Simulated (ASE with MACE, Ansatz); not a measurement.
# Binding curve of Cu(111) on TaN(111), film 6.3 Å thick, Ta-terminated TaN (106 atoms)

The cell holds 106 atoms: 27 N, 27 Ta and 52 Cu. Its edges and angles: a = 9.376 Å, b = 9.376 Å, c = 28.876 Å, α = 90.0°, β = 90.0°, γ = 120.0°. It derives from TaN and Cu (TaN). The starting structure: Cu(111) slab, 4 repeats (6.3 Å between outer planes), strained in the plane by up to 1.2 % to a cell of 76 Å^2 of TaN(111) (3 repeats), Ta-terminated TaN; 14 Å of vacuum, lowest layers held; starting gap 2.2 Å. Of 4 lateral registries the lowest after a short relaxation was kept. Relaxed with the MACE-MP-0b2 potential. Lattice constants are starting values near those of PBE. Regions: TaN, 54 atoms (27 N and 27 Ta); Cu, 52 atoms (52 Cu). Vacuum lies along c.

Calculated with Ansatz 0.2.0: Kohn-Sham DFT, PBE, PAW (set soft_2), plane waves; cutoff 420 eV, k-mesh 2×2×1, fermi-dirac smearing of 0.1 eV. The upper part (Cu) is moved rigidly along the normal by z from its relaxed place. Energies are the whole cell less its two frozen parts, over the face of 76.14 Å².

| shift z (Å) | interaction energy (meV/Å²) |
| --- | --- |
| -0.4 | -160.0 |
| -0.2 | -234.4 |
| +0.0 | -253.4 |
| +0.3 | -228.2 |
| +0.6 | ? |
| +1.0 | -114.5 |
| +1.6 | -48.47 |
| +2.4 | -12.29 |
| +3.5 | -2.726 |

**Question.** Fit the universal binding curve to the rows given and interpolate to the withheld row.

Worked fit:

The universal binding curve is E(z) = −D (1 + z/l) exp(−z/l), whose curvature at z = 0 is D/l². The depth is D = 253.4 meV/Å². A parabola through the rows at −0.2, 0 and +0.3 Å has the curvature 2 {[E(0.3) − E(0)]/0.3 + [E(−0.2) − E(0)]/0.2} / 0.5 = 715.7 meV/Å⁴, so l = √(D / curvature) = 0.595 Å. At z = 0.6 Å, z/l = 1.008.

Prediction at +0.6: -185.7 meV/Å². The run gave -179.2 meV/Å², so the fit is low by 6.5 meV/Å² (3.6 % of the value).

The curve's steepest slope, D/(e l) at z = l, is 25.1 GPa, an estimate of the stress that rigid separation needs. Among the rows given, the largest miss of the fit is at +1.6, by 15 meV/Å² (6.0 % of the range of the table).

Limits: The parts are rigid, and they also feel their periodic images through the vacuum. The functional has no dispersion term. The mesh is coarse for these cells.

[Hosts, paths, dates, database ids (printed as entryN), source tags and the programs' standing remarks are cut or masked in the printed files.]
